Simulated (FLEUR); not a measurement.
# MnPt: magnetism against the volume

Wanted: the trend of the moments of MnPt with the volume.

Main program and level: FLEUR MaX-R8.1; LDA (VWN); all-electron FLAPW, Dirac cores, scalar-relativistic bands.

### 1. The starting structure

The structure is tetragonal, space group P4/mmm (No. 123). The conventional cell has a = 2.830 Å, b = 2.830 Å, c = 3.660 Å, α = 90.00°, β = 90.00°, γ = 90.00°. Nearest to Mn lie 8 Pt at 2.71 Å and 4 Mn at 2.83 Å. Nearest to Pt lie 8 Mn at 2.71 Å and 4 Pt at 2.83 Å. Farther neighbours are not listed.

### 2. Factor 1, start ferro +

The scan starts at the cell as given.

All lengths change alike; the factor is that of the volume. Atoms keep their fractional places. Spheres, Kmax and the mesh are the same at all points, the spheres being those of the tightest cell. inpgen writes inp.xml from crystal.txt; cutoffs, mixing, functional, smearing and local orbitals are then set in the file. The k list default-1 (kpts.xml, not shown) is a Γ-centred 10×10×10 mesh; where the ranks do not divide the number of points, some are split in two of half the weight.

Input file inp.xml:

```
<?xml version="1.0" encoding="UTF-8" standalone="no"?>
<fleurInput fleurInputVersion="0.39">
   <comment>
      MnPt
   </comment>
   <calculationSetup>
      <cutoffs Kmax="3.6" Gmax="10.8" GmaxXC="10.8" numbands="0"/>
      <scfLoop itmax="110" minDistance="0.00002" maxIterBroyd="15" imix="Anderson" alpha="0.05" precondParam="0.0" spinf="2.0" sdNocoIR="T"/>
      <coreElectrons ctail="T" frcor="F" kcrel="0" coretail_lmax="0"/>
      <xcFunctional name="vwn" relativisticCorrections="F"/>
      <magnetism jspins="2"/>
      <soc l_soc="F" theta="0.0" phi="0.0" spav="F"/>
      <expertModes spex="0" secvar="F"/>
      <geometryOptimization l_f="F" forcealpha="1.0" forcemix="BFGS" epsdisp="0.00001" epsforce="0.00001"/>
      <ldaU l_linMix="F" mixParam="0.05" spinf="1.0"/>
   </calculationSetup>
   <cell>
      <bzIntegration valenceElectrons="31.0" mode="hist" fermiSmearingEnergy="0.00183747">
         <kPointListSelection listName="default-1"/>
         <xi:include xmlns:xi="http://www.w3.org/2001/XInclude" href="kpts.xml"> </xi:include>
      </bzIntegration>
      <xi:include xmlns:xi="http://www.w3.org/2001/XInclude" href="sym.xml"> </xi:include>
      <bulkLattice scale="1.0">
         <bravaisMatrix>
            <row-1>    5.3479249326179996     0.0000000000000000     0.0000000000000000</row-1>
            <row-2>    0.0000000000000000     5.3479249326179996     0.0000000000000000</row-2>
            <row-3>    0.0000000000000000     0.0000000000000000     6.9163976160359999</row-3>
         </bravaisMatrix>
      </bulkLattice>
   </cell>
   <atomSpecies>
      <species name="Manganese 3.500" element="Mn" atomicNumber="25">
         <mtSphere radius="2.39" gridPoints="791" logIncrement="0.015"/>
         <atomicCutoffs lmax="8" lnonsphr="6"/>
         <electronConfig flipSpins="F">
            <coreConfig>(1s1/2) (2s1/2) (2p1/2) (2p3/2)</coreConfig>
            <valenceConfig>(3s1/2) (3p1/2) (3p3/2) (4s1/2) (3d3/2) (3d5/2)</valenceConfig>
            <stateOccupation state="(3d3/2)" spinUp="1.25" spinDown="0.75"/>
            <stateOccupation state="(3d5/2)" spinUp="3.0" spinDown="0.0"/>
         </electronConfig>
         <energyParameters s="4" p="4" d="3" f="4"/>
         <lo type="SCLO" l="0" n="3" eDeriv="0"/>
         <lo type="SCLO" l="1" n="3" eDeriv="0"/>
      </species>
      <species name="Platinum (Pt)" element="Pt" atomicNumber="78">
         <mtSphere radius="2.39" gridPoints="791" logIncrement="0.017"/>
         <atomicCutoffs lmax="8" lnonsphr="6"/>
         <electronConfig flipSpins="F">
            <coreConfig>(1s1/2) (2s1/2) (2p1/2) (2p3/2) (3s1/2) (3p1/2) (3p3/2) (4s1/2) (3d3/2) (3d5/2) (4p1/2) (4p3/2) (5s1/2) (4d3/2) (4d5/2) (4f5/2) (4f7/2)</coreConfig>
            <valenceConfig>(5p1/2) (5p3/2) (6s1/2) (5d3/2) (5d5/2)</valenceConfig>
            <stateOccupation state="(6s1/2)" spinUp="0.500000" spinDown="0.500000"/>
            <stateOccupation state="(5d3/2)" spinUp="1.800000" spinDown="1.800000"/>
            <stateOccupation state="(5d5/2)" spinUp="2.700000" spinDown="2.700000"/>
         </electronConfig>
         <energyParameters s="6" p="6" d="5" f="5"/>
         <lo type="SCLO" l="1" n="5" eDeriv="0"/>
      </species>
   </atomSpecies>
   <atomGroups>
      <atomGroup species="Manganese 3.500">
         <relPos label="                   1">.0000000000 .0000000000 .0000000000</relPos>
         <force calculate="T" relaxXYZ="TTT"/>
      </atomGroup>
      <atomGroup species="Platinum (Pt)">
         <relPos label="                   2">1.000/2.000 1.000/2.000 1.000/2.000</relPos>
         <force calculate="T" relaxXYZ="TTT"/>
      </atomGroup>
   </atomGroups>
   <output dos="F" band="F" slice="F">
      <bandDOS minEnergy="-.5*Htr" maxEnergy="0.5*Htr" sigma="0.015" storeEVData="T"/>
      <plotting iplot="0" polar="F">
         <plot TwoD="T" vec1="  1.0  0.0  0.0" vec2="  0.0  1.0  0.0" vec3="  0.0  0.0  1.0" zero="  0.0  0.0  0.0" file="plot"/>
      </plotting>
      <moessbauerParams electricFieldGradient="F" isomerShift="F" coreHyperfine="F" valenceHyperfine="F"/>
   </output>
</fleurInput>
```

Input file crystal.txt:

```
MnPt
&input film=F cartesian=F /
2.83000000000  0.00000000000  0.00000000000
0.00000000000  2.83000000000  0.00000000000
0.00000000000  0.00000000000  3.66000000000
1.8897261246
1.0 1.0 1.0

2
25 0.00000000000  0.00000000000  0.00000000000 : 3.500
78 0.50000000000  0.50000000000  0.50000000000

&kpt div1=10 div2=10 div3=10 gamma=T /
```

Launch:

```console
> OMP_NUM_THREADS=1 inpgen -f crystal.txt > inpgen.log  # inp.xml is then edited as shown
> OMP_NUM_THREADS=1 mpirun -n 4 fleur_MPI > fleur.log
```

The log of the run:

```text
Welcome to FLEUR        (www.flapw.de)
      MaX-Release 8.1          (www.max-centre.eu)

 ========== k-point set info ==========
 Selected k-point list: default-1
 k-point list type: mesh
 0 x 0 x 0
 Number of k points: 128

 ------------Calculation Setup---------------------------
 Number of MPI-tasks      :            4
 Number of PE/node        :            4
 Number of OMP-threads    :            1
 k-points in parallel     :            4
 pe's per k-point         :            1
 No of k-point loops      :           32
 Eigenvalue solver        :       lapack
 Number of basis functions:          180
 Approximate size of matrices (H+S) per k-point:         0.000 GB
 --------------------------------------------------------
 Iteration:     1   Distance:      30.42746976 me/bohr^3
 Iteration:     2   Distance:      16.83452871 me/bohr^3
 Iteration:     3   Distance:      11.10807494 me/bohr^3
 Iteration:     4   Distance:       6.69306575 me/bohr^3
 Iteration:     5   Distance:       6.47930069 me/bohr^3
 Iteration:     6   Distance:       7.18111261 me/bohr^3
 Iteration:     7   Distance:       2.75132298 me/bohr^3
 Iteration:     8   Distance:       2.54056197 me/bohr^3
 Iteration:     9   Distance:       0.98254098 me/bohr^3
 Iteration:    10   Distance:       0.99872812 me/bohr^3
 Iteration:    11   Distance:       0.14123923 me/bohr^3
 Iteration:    12   Distance:       0.35904198 me/bohr^3
 Iteration:    13   Distance:       0.07600249 me/bohr^3
 Iteration:    14   Distance:       0.03909025 me/bohr^3
 Iteration:    15   Distance:       0.01133138 me/bohr^3
 Iteration:    16   Distance:       0.01065199 me/bohr^3
 Iteration:    17   Distance:       0.00971766 me/bohr^3
 Iteration:    18   Distance:       0.00226266 me/bohr^3
 Iteration:    19   Distance:       0.00115251 me/bohr^3
 Iteration:    20   Distance:       0.00075749 me/bohr^3
 Iteration:    21   Distance:       0.00042831 me/bohr^3
 Iteration:    22   Distance:       0.00018511 me/bohr^3
 Iteration:    23   Distance:       0.00009465 me/bohr^3
 Iteration:    24   Distance:       0.00007965 me/bohr^3
 Iteration:    25   Distance:       0.00002990 me/bohr^3
 Iteration:    26   Distance:       0.00000436 me/bohr^3

 ********************************************************************
 Run finished successfully
 Stop message:
   all done
 ********************************************************************

--- out.xml (last complete iteration) ---
<iteration numberForCurrentRun="   26" overallNumber="   26">
         [... left out ...]
         <bandgap value="0.0020778297" units="eV"/>
         <sumValenceSingleParticleEnergies value="-17.2384904957" units="Htr"/>
         <FermiEnergy value="0.4039407515" units="Htr"/>
         <valenceDensity>
            <mtCharges spin="1">
               <mtCharge atomType="1" total="8.7298526" s="1.1817402" p="3.1821660" d="4.3419462" f="0.0184832"/>
               <mtCharge atomType="2" total="7.2641077" s="0.2273856" p="3.1347079" d="3.8800318" f="0.0176288"/>
            </mtCharges>
            <mtCharges spin="2">
               <mtCharge atomType="1" total="5.0584268" s="1.1671171" p="3.1656376" d="0.7056209" f="0.0154601"/>
               <mtCharge atomType="2" total="6.8863981" s="0.2496941" p="3.1486132" d="3.4760086" f="0.0099439"/>
            </mtCharges>
            <spinDependentCharge spin="1" total="17.5684148" interstitial="1.5744545" mtSpheres="15.9939604"/>
            <spinDependentCharge spin="2" total="13.4315852" interstitial="1.4867603" mtSpheres="11.9448249"/>
            <totalCharge value="31.0000000000"/>
         </valenceDensity>
         [... left out ...]
         <magneticMomentsInMTSpheres units="muBohr">
            <globalMagMoment atomType="1" vec="0.00000   0.00000   3.67143"/>
            <localMagMoment atomType="1" vec="0.00000   0.00000   3.67143"/>
            <globalMagMoment atomType="2" vec="0.00000   0.00000   0.37771"/>
            <localMagMoment atomType="2" vec="0.00000   0.00000   0.37771"/>
         </magneticMomentsInMTSpheres>
         [... left out ...]
         <totalEnergy value="   -19593.0408364504" units="Htr">
            <sumOfEigenvalues value="   -11990.9037440396">
               <coreElectrons value="-11973.6652535439"/>
               <valenceElectrons value="-17.2384904957"/>
            </sumOfEigenvalues>
            <densityCoulombPotentialIntegral value="-33727.2479128033"/>
            <densityEffectivePotentialIntegral value="-34254.3156351295"/>
            <chargeDenXCDenIntegral value="-397.1805043521"/>
            <FockExchangeEnergyValence value="0.0000000000"/>
            <FockExchangeEnergyCore value="0.0000000000"/>
         [... left out ...]
            <tkbTimesEntropy value="0.0004568020"/>
            <freeEnergy value="-19593.0412932524"/>
            <extrapolationTo0K value="-19593.0410648514"/>
         </totalEnergy>
         <densityConvergence units="me/bohr^3">
            <chargeDensity spin="1" distance="0.0000018981"/>
            <chargeDensity spin="2" distance="0.0000030475"/>
            <overallChargeDensity distance="0.0000025959"/>
            <spinDensity distance="0.0000043636"/>
         </densityConvergence>
      </iteration>
```

Wall time 23 s (4 MPI ranks of Arm Neoverse V1, shared host); peak memory 0.19 GiB; 93 s of CPU time.

Numbers from this step:

```
free energy                                                       : -533153.8144 eV
program's band gap on this mesh (in a metal only a level spacing) : 0.002078 eV
magnetization                                                     : 4.137 μB
final state                                                       : ferromagnetic
largest moment                                                    : 3.671 μB
```

After 26 cycles the largest moment stands at 3.67 μB.

### 3. Factor 1, start antiferro q=(1/2,1/2,0) +-

The k list default-1 (kpts.xml, not shown) is a Γ-centred 5×10×10 mesh.

inp.xml, as its differences from that of step 2:

```diff
@@ -17,3 +17,3 @@
    <cell>
-      <bzIntegration valenceElectrons="31.0" mode="hist" fermiSmearingEnergy="0.00183747">
+      <bzIntegration valenceElectrons="62.0" mode="hist" fermiSmearingEnergy="0.00183747">
          <kPointListSelection listName="default-1"/>
@@ -24,4 +24,4 @@
          <bravaisMatrix>
-            <row-1>    5.3479249326179996     0.0000000000000000     0.0000000000000000</row-1>
-            <row-2>    0.0000000000000000     5.3479249326179996     0.0000000000000000</row-2>
+            <row-1>   10.6958498652359992     0.0000000000000000     0.0000000000000000</row-1>
+            <row-2>    5.3479249326179996     5.3479249326179996     0.0000000000000000</row-2>
             <row-3>    0.0000000000000000     0.0000000000000000     6.9163976160359999</row-3>
@@ -39,2 +39,15 @@
             <stateOccupation state="(3d5/2)" spinUp="3.0" spinDown="0.0"/>
+         </electronConfig>
+         <energyParameters s="4" p="4" d="3" f="4"/>
+         <lo type="SCLO" l="0" n="3" eDeriv="0"/>
+         <lo type="SCLO" l="1" n="3" eDeriv="0"/>
+      </species>
+      <species name="Manganese -3.500" element="Mn" atomicNumber="25">
+         <mtSphere radius="2.39" gridPoints="791" logIncrement="0.015"/>
+         <atomicCutoffs lmax="8" lnonsphr="6"/>
+         <electronConfig flipSpins="F">
+            <coreConfig>(1s1/2) (2s1/2) (2p1/2) (2p3/2)</coreConfig>
+            <valenceConfig>(3s1/2) (3p1/2) (3p3/2) (4s1/2) (3d3/2) (3d5/2)</valenceConfig>
+            <stateOccupation state="(3d3/2)" spinUp="0.75" spinDown="1.25"/>
+            <stateOccupation state="(3d5/2)" spinUp="0.0" spinDown="3.0"/>
          </electronConfig>
@@ -63,4 +76,9 @@
       </atomGroup>
+      <atomGroup species="Manganese -3.500">
+         <relPos label="                   2">1.000/2.000 .0000000000 .0000000000</relPos>
+         <force calculate="T" relaxXYZ="TTT"/>
+      </atomGroup>
       <atomGroup species="Platinum (Pt)">
-         <relPos label="                   2">1.000/2.000 1.000/2.000 1.000/2.000</relPos>
+         <relPos label="                   3">.0000000000 1.000/2.000 1.000/2.000</relPos>
+         <relPos label="                   4">1.000/2.000 1.000/2.000 1.000/2.000</relPos>
          <force calculate="T" relaxXYZ="TTT"/>
```

Input file crystal.txt:

```
MnPt
&input film=F cartesian=F /
5.66000000000  0.00000000000  0.00000000000
2.83000000000  2.83000000000  0.00000000000
0.00000000000  0.00000000000  3.66000000000
1.8897261246
1.0 1.0 1.0

4
25 0.00000000000  0.00000000000  0.00000000000 : 3.500
25 0.50000000000  0.00000000000  0.00000000000 : -3.500
78 0.00000000000  0.50000000000  0.50000000000
78 0.50000000000  0.50000000000  0.50000000000

&kpt div1=5 div2=10 div3=10 gamma=T /
```

The log of the run:

```text
[banner, memory and clock lines left out]
Welcome to FLEUR        (www.flapw.de)
      MaX-Release 8.1          (www.max-centre.eu)

 ========== k-point set info ==========
 Selected k-point list: default-1
 k-point list type: mesh
 5 x 10 x 10
 Number of k points: 108

 [... set-up left out ...]
 Iteration:     1   Distance:      26.37655114 me/bohr^3
 Iteration:     2   Distance:      15.93103353 me/bohr^3
 Iteration:     3   Distance:      11.21866307 me/bohr^3
 Iteration:     4   Distance:       7.10675651 me/bohr^3
 Iteration:     5   Distance:       4.69863064 me/bohr^3
 Iteration:     6   Distance:       3.54681709 me/bohr^3
 Iteration:     7   Distance:       1.59696222 me/bohr^3
 Iteration:     8   Distance:       0.52534358 me/bohr^3
[... lines left out ...]
 Iteration:    18   Distance:       0.00054669 me/bohr^3
 Iteration:    19   Distance:       0.00021822 me/bohr^3
 Iteration:    20   Distance:       0.00013706 me/bohr^3
 Iteration:    21   Distance:       0.00008903 me/bohr^3
 Iteration:    22   Distance:       0.00006236 me/bohr^3
 Iteration:    23   Distance:       0.00000805 me/bohr^3

 ********************************************************************
 Run finished successfully
 Stop message:
   all done
 ********************************************************************

--- out.xml (last complete iteration) ---
<iteration numberForCurrentRun="   23" overallNumber="   23">
         [... left out ...]
         <bandgap value="-0.0000000001" units="eV"/>
         <sumValenceSingleParticleEnergies value="-34.6848491773" units="Htr"/>
         <FermiEnergy value="0.4212631540" units="Htr"/>
         [... left out ...]
         <magneticMomentsInMTSpheres units="muBohr">
            <globalMagMoment atomType="1" vec="0.00000   0.00000   3.61134"/>
            <globalMagMoment atomType="2" vec="0.00000   0.00000  -3.61134"/>
            <globalMagMoment atomType="3" vec="0.00000   0.00000   0.00000"/>
         </magneticMomentsInMTSpheres>
         [... left out ...]
         <totalEnergy value="   -39186.1083120205" units="Htr">
            <sumOfEigenvalues value="   -23982.1720294814">
               <coreElectrons value="-23947.4871803041"/>
               <valenceElectrons value="-34.6848491773"/>
            </sumOfEigenvalues>
         [... left out ...]
            <freeEnergy value="-39186.1085043685"/>
            <extrapolationTo0K value="-39186.1084081945"/>
         </totalEnergy>
         <densityConvergence units="me/bohr^3">
            <chargeDensity spin="1" distance="0.0000053561"/>
            <chargeDensity spin="2" distance="0.0000056411"/>
            <overallChargeDensity distance="0.0000080549"/>
            <spinDensity distance="0.0000074926"/>
         </densityConvergence>
      </iteration>
```

Run time: 79 s. Hardware: 4 MPI ranks; peak memory 0.28 GiB; 5.2 min of CPU time.

Spin moment in the muffin-tin sphere by atom:

| atom | spin moment in the muffin-tin sphere (μB) |
| --- | --- |
| Mn1 | 3.61 |
| Mn2 | -3.61 |
| Pt3 | 0.00 |
| Pt4 | 0.00 |

Numbers from this step:

- free energy: -1066308.3340 eV
- magnetization: 0 μB
- final state: antiferromagnetic

After 23 cycles the largest moment stands at 3.61 μB.

(Continued in part 2 of 2.)

[Logs and program files are shortened in this print: banners, set-up blocks, solver, clock and traceback lines can be left out without a mark of their own.]

[Logs are printed without paths, hosts, clocks, repeated set-up lines and the standing remarks that a program may print on its own settings, such as how far it seeks lower states.]

[Hosts, paths, dates, database ids (printed as entryN), source tags and the programs' standing remarks are cut or masked in the printed files.]

[Where a cell is said to come from a database of computed structures, the database is the Materials Project.]
